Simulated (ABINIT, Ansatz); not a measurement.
## Quasiparticle gap of SiC (F-43m) in ABINIT

Wanted: ground state, empty states, screening and self-energy for SiC (F-43m).

Program: ABINIT 10.8.3. Level of theory: PBE and many-body steps on it, plane waves. Results are calculated unless marked as measured.

**The experiments to reproduce.**

- Gap 2.4 eV: Tauc optical (indirect) gap of annealed polycrystalline 3C-SiC; UV-VIS spectroscopic ellipsometry, Tauc analysis; film (CVD ultrathin polycrystalline film, annealed, about 5 nm grains) (“On-Demand CMOS-Compatible Fabrication of Ultrathin Self-Aligned SiC Nanowire Arrays”, 2018, pmc:6267454).

- Gap 2.39 eV: band gap at cryogenic temperature; bulk crystal (literature value) (quoted in “Silicon carbide diodes for neutron detection”, 2020, arxiv:2009.14696).

## (1) The starting structure

The structure is cubic, space group F-43m (No. 216). The conventional cell has a = 4.358 Å, b = 4.358 Å, c = 4.358 Å, α = 90.00°, β = 90.00°, γ = 90.00°. Nearest to Si lie 4 C at 1.89 Å. Nearest to C lie 4 Si at 1.89 Å. Farther neighbours are not listed.

Structure file:

```cif
data_structure
_symmetry_space_group_name_H-M 'P 1'
_symmetry_Int_Tables_number 1
_cell_length_a 3.0816
_cell_length_b 3.0816
_cell_length_c 3.0816
_cell_angle_alpha 60.000
_cell_angle_beta 60.000
_cell_angle_gamma 60.000
_cell_volume 20.69
loop_
_atom_site_label
_atom_site_type_symbol
_atom_site_fract_x
_atom_site_fract_y
_atom_site_fract_z
_atom_site_occupancy
Si1 Si 0.00000 0.00000 0.00000 1
C2 C 0.25000 0.25000 0.25000 1
```

The cell and positions come from the Crystallography Open Database and are kept as given unless a step says otherwise.

## (2) Ground state

This step: ABINIT 10.8.3; DFT, PBE, plane waves, norm-conserving pseudopotentials.

The ground-state density comes first.

run.abi

```
acell 3*1.0 Angstrom
rprim 
  -0.000000000000 2.179000000000 2.179000000000
  2.179000000000 0.000000000000 2.179000000000
  2.179000000000 2.179000000000 -0.000000000000
ntypat 2
znucl 14 6
natom 2
typat 1 2
xred 
  0.000000000000 0.000000000000 0.000000000000
  0.250000000000 0.250000000000 0.250000000000
pp_dirpath "pseudos"
pseudos "Si.upf, C.upf"
ecut 37
ngkpt 8 8 8
nshiftk 1
shiftk 0 0 0
kptopt 1
chksymbreak 0
nband 9
occopt 1
tolvrs 1e-10
nstep 60
prtwf 0
optforces 0
optstress 0
indata_prefix "in"
outdata_prefix "out"
tmpdata_prefix "tmp"
```

Started as:

```
$ OMP_NUM_THREADS=1 mpirun -n 8 abinit run.abi > log
```

Numbers of over 12 decimals in the logs are rounded to 6 here.

Output:

```text
.Version 10.8.3 of ABINIT. v10.8.2 released Aug 2026.

 Symmetries : space group F-4 3 m (#216); Bravais cF (face-center cubic)
================================================================================
 Values of the parameters that define the memory need of the present run
     intxc =       0    ionmov =       0      iscf =       7    lmnmax =       6
     lnmax =       6     mgfft =      32  mpssoang =       3    mqgrid =    3001
     natom =       2  nloc_mem =       1    nspden =       1   nspinor =       1
    nsppol =       1      nsym =      24    n1xccc =    2501    ntypat =       2
    occopt =       1   xclevel =       2
-    mband =           9        mffmem =           1         mkmem =           4
       mpw =        1514          nfft =       32768          nkpt =          29
================================================================================
  Rough estimation (10% accuracy) of disk space for files :
================================================================================

--------------------------------------------------------------------------------
------------- Echo of variables that govern the present computation ------------
--------------------------------------------------------------------------------
 -outvars: echo values of preprocessed input variables --------
            acell      1.8897261259E+00  1.8897261259E+00  1.8897261259E+00 Bohr

      chksymbreak           0
             ecut      3.70000000E+01 Hartree
-          fftalg         312

              ixc     -101130
              kpt      0.00000000E+00  0.00000000E+00  0.00000000E+00
                       1.25000000E-01  0.00000000E+00  0.00000000E+00
                       2.50000000E-01  0.00000000E+00  0.00000000E+00
                       3.75000000E-01  0.00000000E+00  0.00000000E+00
                       5.00000000E-01  0.00000000E+00  0.00000000E+00
                       1.25000000E-01  1.25000000E-01  0.00000000E+00
                       2.50000000E-01  1.25000000E-01  0.00000000E+00
                       3.75000000E-01  1.25000000E-01  0.00000000E+00
                       5.00000000E-01  1.25000000E-01  0.00000000E+00
   [... 18 further rows ...]
                      -3.75000000E-01  5.00000000E-01  1.25000000E-01
                      -2.50000000E-01  5.00000000E-01  2.50000000E-01
         kptrlatt        8    0    0      0    8    0      0    0    8
          kptrlen      4.65866071E+01
P           mkmem           4
            natom           2
            nband           9
            ngfft          32      32      32
             nkpt          29
            nstep          60
             nsym          24
           ntypat           2
              occ      2.000000  2.000000  2.000000  2.000000  0.000000  0.000000
[...]
optforces           0
        optstress           0
            prtwf           0
            rprim     -0.0000000000E+00  2.1790000000E+00  2.1790000000E+00
[...]
spgroup         216

           tolvrs      1.00000000E-10

             xred      0.0000000000E+00  0.0000000000E+00  0.0000000000E+00
[...]
znucl       14.00000    6.00000

================================================================================

 chkinp: Checking input parameters for consistency.

================================================================================
== DATASET  1 ==================================================================
-   mpi_nproc: 8, omp_nthreads: 1 (-1 if OMP is not activated)

--- !DatasetInfo
iteration_state: {dtset: 1, }
dimensions: {natom: 2, nkpt: 29, mband: 9, nsppol: 1, nspinor: 1, nspden: 1, mpw: 1514, }
cutoff_energies: {ecut:  37.0, pawecutdg:  -1.0, }
electrons: {nelect:   8.00000000E+00, charge:   0.00000000E+00, occopt:   1.00000000E+00, tsmear:   1.00000000E-02, }

 Real(R)+Recip(G) space primitive vectors, cartesian coordinates (Bohr,Bohr^-1):
 R(1)=  0.0000000  4.1177132  4.1177132  G(1)= -0.1214266  0.1214266  0.1214266
 R(2)=  4.1177132  0.0000000  4.1177132  G(2)=  0.1214266 -0.1214266  0.1214266
 R(3)=  4.1177132  4.1177132  0.0000000  G(3)=  0.1214266  0.1214266 -0.1214266
 Unit cell volume ucvol=  1.3963629E+02 bohr^3
 Angles (23,13,12)=  6.00000000E+01  6.00000000E+01  6.00000000E+01 degrees

 getcut: wavevector=  0.0000  0.0000  0.0000  ngfft=  32  32  32
         ecut(hartree)=     37.000   => boxcut(ratio)=   2.00684

--- Pseudopotential description ------------------------------------------------
- Si Generated using ONCVPSP code by D. R. Hamann
- 14.00000   4.00000  171031                  znucl, zion, pspdat
12 -101130 2 -1 1510                          pspcod,pspxc,lmax,lloc,mmax
     nproj     2     2     2
  pspatm : epsatm=    9.34321561
         --- l  ekb(1:nproj) -->
[...]
pspatm: atomic psp has been read  and splines computed

- C Generated using ONCVPSP code by D. R. Hamann
-  6.00000   4.00000  171031                  znucl, zion, pspdat
12 -101130 1 -1 1248                          pspcod,pspxc,lmax,lloc,mmax
     nproj     2     2     0
  pspatm : epsatm=    4.31346680
         --- l  ekb(1:nproj) -->
[...]
1   -4.199961   -0.877517
 pspatm: atomic psp has been read  and splines computed

   1.09253459E+02                                ecore*ucvol(ha*bohr**3)
--------------------------------------------------------------------------------

_setup2: Arith. and geom. avg. npw (full set) are    1500.803    1500.779

================================================================================

--- !BeginCycle
iteration_state: {dtset: 1, }
solver: {iscf: 7, nstep: 60, nline: 4, wfoptalg: 0, }
tolerances: {tolvrs: 1.00E-10, }

     iter   Etot(hartree)      deltaE(h)  residm     vres2
 ETOT  1  -10.168909568532    -1.017E+01 1.492E-01 3.560E+02
 ETOT  2  -10.231491617092    -6.258E-02 4.611E-03 1.493E+02
 ETOT  3  -10.269767516249    -3.828E-02 1.428E-01 1.358E-01
 ETOT  4  -10.269786963279    -1.945E-05 4.462E-02 3.686E-03
 ETOT  5  -10.269787210627    -2.473E-07 7.191E-05 1.612E-04
 ETOT  6  -10.269787226936    -1.631E-08 1.202E-03 9.974E-07
 ETOT  7  -10.269787227057    -1.216E-10 5.882E-03 9.720E-09
 ETOT  8  -10.269787227058    -9.308E-13 2.099E-03 2.203E-10
 ETOT  9  -10.269787227058    -7.638E-14 3.861E-03 3.480E-12

 At SCF step    9       vres2   =  3.48E-12 < tolvrs=  1.00E-10 =>converged.

--- !ResultsGS
iteration_state: {dtset: 1, }
comment   : Summary of ground state results
lattice_vectors:
- [ -0.0000000,   4.1177132,   4.1177132, ]
- [  4.1177132,   0.0000000,   4.1177132, ]
- [  4.1177132,   4.1177132,  -0.0000000, ]
lattice_lengths: [   5.82333,    5.82333,    5.82333, ]
lattice_angles: [ 60.000,  60.000,  60.000, ] # degrees, (23, 13, 12)
lattice_volume:   1.3963629E+02
convergence: {deltae: -7.638E-14, res2:  3.480E-12, residm:  3.861E-03, diffor:  0.000E+00, }
etotal    :  -1.02697872E+01
entropy   :   0.00000000E+00
fermie    :   2.51183540E-01
cartesian_stress_tensor: null
pressure_GPa: null
xred      :
- [  0.0000E+00,   0.0000E+00,   0.0000E+00, Si]
- [  2.5000E-01,   2.5000E-01,   2.5000E-01,  C]
cartesian_forces: null
force_length_stats: {min: null, max: null, mean: null, }

 Integrated electronic density in atomic spheres:
 ------------------------------------------------
 Atom  Sphere_radius  Integrated_density
    1        2.00000          1.92719290
    2        2.00000          4.23371404
================================================================================

 ----iterations are completed or convergence reached----

 Mean square residual over all n,k,spin=   14.795E-06; max=  38.608E-04
 reduced coordinates (array xred) for    2 atoms
       0.000000000000      0.000000000000      0.000000000000
       0.250000000000      0.250000000000      0.250000000000
 rms dE/dt=  0.0000E+00; max dE/dt=  0.0000E+00; dE/dt below (all hartree)
    1       0.000000000000      0.000000000000      0.000000000000
    2       0.000000000000      0.000000000000      0.000000000000

 cartesian coordinates (angstrom) at end:
    1      0.000000     0.000000     0.000000
    2      1.089500     1.089500     1.089500
 length scales=  1.889726125908  1.889726125908  1.889726125908 bohr
              =  1.000000000000  1.000000000000  1.000000000000 angstroms
 prteigrs : about to open file out_EIG
 Fermi (or HOMO) energy (hartree) =   0.25118   Average Vxc (hartree)=  -0.41495
 Eigenvalues (hartree) for nkpt=  29  k points:
 kpt#   1, nband=  9, wtk=  0.00195, kpt=  0.0000  0.0000  0.0000 (reduced coord)
  -0.31511    0.25118    0.25118    0.25118    0.47989    0.51987    0.51987    0.51987
   0.78510
 prteigrs : prtvol=0 or 1, do not print more k-points.

--- !EnergyTerms
iteration_state     : {dtset: 1, }
comment             : Components of total free energy in Hartree
kinetic             :  5.89032805913900E+00
hartree             :  1.16700143504615E+00
xc                  : -3.77898474893224E+00
Ewald energy        : -1.04656108775139E+01
psp_core            :  7.82414532507906E-01
local_psp           : -4.12559242220302E+00
non_local_psp       :  2.60656794897945E-01
total_energy        : -1.02697872270581E+01
total_energy_eV     : -2.79455146899521E+02
band_energy         :  2.75566795094547E-01

== END DATASET(S) ==============================================================
================================================================================

 -outvars: echo values of variables after computation  --------
           etotal     -1.0269787227E+01
            nband           9
             nkpt          29
          spgroup         216
 [... the other variables as echoed above ...]

 Calculation completed.
```

Wall time 5.3 s (8 MPI ranks of Intel Xeon at 2.80GHz (Skylake/Cascade Lake), shared host); peak memory 0.42 GiB; 37 s of CPU time.

Numbers from this step:

| Property | Result |
| --- | --- |
| total energy | -279.4551 eV |
| gap | 1.361 eV |
| k of the valence top | 0, 0, 0 |
| k of the conduction bottom | 0.5, 0.5, 0 |
| least direct gap | 4.553 eV |

The gap is indirect, with the least direct gap 3.19 eV higher.

(Part 1 of 3 ends here.)

[Paths, hosts, dates, memory and timing lines, banners, echoed tables and standing remarks are left out of the program output.]

[Logs are printed without paths, hosts, clocks, repeated set-up lines and the standing remarks that a program may print on its own settings, such as how far it seeks lower states.]

[Runs of the session that timed out or met a known fault of the program may be left out.]

[Hosts, paths, dates, database ids (printed as entryN), source tags and the programs' standing remarks are cut or masked in the printed files.]

[G0W0 gaps are taken among the corrected bands and points alone; a level outside them can change the order at an edge.]

[Where Ansatz stands beside ABINIT at settings called matched, ABINIT's density can come from a denser mesh and the files from another edition; pairs whose starting gaps differed by over 0.03 eV were left out, so agreement reads better than it is.]
